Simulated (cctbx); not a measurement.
# Accept or mend?

Cell a = 9.4620 Å, b = 9.4620 Å, c = 9.4620 Å, α = 90.00°, β = 90.00°, γ = 90.00°; space group P-43n (no. 218). The compound is Na4Tl3Si3NO12.

The data are simulated with cctbx, not measured: Mo Kα, λ = 0.71073 Å, to d = 0.77 Å, 50 % of the full sphere, strongest reflection 70000 counts, noise from counting, a 3 % proportional error and a noise floor of 2 counts (s.d.); no absorption.

An anisotropic refinement with weights 1/σ² prints:

```text
Rint 0.026, 334 unique reflections to 0.77 A
cycle     R1     wR2    GooF  max shift (A)
   1  0.0198  0.0576   4.257   0.00295
   2  0.0069  0.0172   1.273   0.00001
final R1 0.0069 wR2 0.0172 GooF 1.273  parameters 17  data/parameter 19.6
atom        x        y        z      Ueq    occ   su(xyz)  su(Uiso or U11)
Tl1    0.00000  0.50000  0.75000   0.0214  1.000  0.00000  0.0001
Si1    0.50000  0.00000  0.75000   0.0363  1.000  0.00000  0.0004
Si2    0.33089  0.66911  0.33089   0.0603  1.000  0.00013  0.0004
O1     0.06708  0.64592  0.36584   0.0360  1.000  0.00023  0.0010
N1     0.50000  0.50000  0.50000   0.0348  1.000  0.00000  0.0011
difference map: max 0.24 min -0.34 rms 0.07
Q1    0.0000  0.0000  0.2455   12    0.25  2.32 A from N1
Q2    0.0071  0.3305  0.2557   24    0.18  1.28 A from O1
Q3    0.0000  0.2500  0.5000    6    0.18  0.00 A from Si1
Q4    0.9980  0.1091  0.3680   24    0.17  1.47 A from O1
Q5    0.1249  0.2383  0.3556   24    0.16  1.14 A from O1
Q6    0.0054  0.3511  0.1130   24    0.16  1.55 A from O1
```

Q: Accept it or mend it, and why?

Mend it. The fault: wrong element: Si2 is Na. Against the right model at the same level, R1 goes from 0.0056 to 0.0069 and GooF from 0.92 to 1.27 and U of Si2 swells from 0.0410 to 0.0603 Å². Si2 has 3 electrons too many and its U swells to shed them, as expected.

The compound is Na4Tl3Si3NO12. The right model at the same level gives:

```text
Rint 0.026, 334 unique reflections to 0.77 A
cycle     R1     wR2    GooF  max shift (A)
   1  0.0081  0.0227   1.673   0.00432
   2  0.0056  0.0125   0.922   0.00000
final R1 0.0056 wR2 0.0125 GooF 0.922  parameters 17  data/parameter 19.6
atom        x        y        z      Ueq    occ   su(xyz)  su(Uiso or U11)
Tl1    0.00000  0.50000  0.75000   0.0215  1.000  0.00000  0.0000
Si1    0.50000  0.00000  0.75000   0.0364  1.000  0.00000  0.0003
Na1    0.33081  0.66919  0.33081   0.0410  1.000  0.00010  0.0003
O1     0.06715  0.64607  0.36568   0.0360  1.000  0.00017  0.0007
N1     0.50000  0.50000  0.50000   0.0348  1.000  0.00000  0.0008
Flack x: 0.01(3)
Hooft y: 0.013(11)  Bijvoet pairs: 135
difference map: max 0.20 min -0.15 rms 0.04
Q1    0.0000  0.2500  0.5000    6    0.21  0.00 A from Si1
Q2    0.0000  0.0000  0.2432   12    0.18  2.30 A from N1
Q3    0.0039  0.3289  0.2547   24    0.17  1.27 A from O1
Q4    0.1263  0.2353  0.3560   24    0.15  1.12 A from O1
Q5    0.9945  0.1164  0.3693   24    0.13  1.48 A from O1
Q6    0.1276  0.3627  0.8057   24    0.13  1.72 A from O1
```

Isotropic U is held between 0.0001 and 1 Å² by the program, and listed peak heights are interpolated, so they can pass the grid's maximum.

The model is made up (kin elements in a known structure type, no relaxation), so it says nothing on whether the phase exists.

[Middle refinement cycles are left out of these outputs.]

[Logs are printed without paths, hosts, clocks, repeated set-up lines and the standing remarks that a program may print on its own settings, such as how far it seeks lower states.]
